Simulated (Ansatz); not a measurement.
# Leakage through LiF between Ir(100) and Ir(100): one more thickness

The current through thinner LiF barriers is known. What leaks through 5 layers at 0.25 V?

How it was computed: Ansatz 0.2.0, plane waves with PAW datasets, PBE; a slab with two metal leads whose outer parts are reservoirs, with density and current solved under bias (Landauer, 300 K). The LiF is strained to the lead's lattice, the interfaces are relaxed in a short slab (PBE+D3(BJ)), and bulk layers are laid on.

Results; the value marked ? is to be predicted:

| layers of LiF | cell length (Å) | drop between the leads' cuts at 0.25 V (V) | current density at 0.25 V (A/m²) |
| --- | --- | --- | --- |
| 1 | 63.26 | 0.199 | 1.01×10¹⁴ |
| 2 | 65.50 | 0.248 | 1.48×10¹² |
| 3 | 67.58 | 0.249 | 1.28×10¹¹ |
| 4 | 69.64 | 0.249 | 3.63×10⁹ |
| 5 | 71.71 | 0.249 | ? |

Worked fit:

Deep in a barrier the current should fall by a fixed factor for each layer; the steps shown give 68, 12 and 35 per layer, so that is only roughly so here. A straight line through ln J for 2, 3 and 4 layers has the slope −3.007 per layer, a factor of 20; with about 2.07 Å per layer that is β = 1.5 Å⁻¹. Then J = exp(34.227 − 3.007 × 5). Predicted: 2.16×10⁸ A/m².

Check against the run:

1.17×10⁸ A/m², so the prediction is 85 % too high. From 4 to 5 layers the current falls by 31 per layer, against the fitted 20. The steps are uneven, so one factor describes this series only roughly.

**Limits.** On every other k-point the currents of these runs, at any bias, move by up to 36 %. A semilocal functional makes the barrier's gap too small; each thickness has its own relaxed interfaces. At 3, 4 and 5 layers the conductance at 0 V times the bias is 2.0, 2.4 and 2.5 times the current, a sign of narrow levels at zero bias or of coarse sampling. Spin-orbit coupling is left out, which matters for Ir.
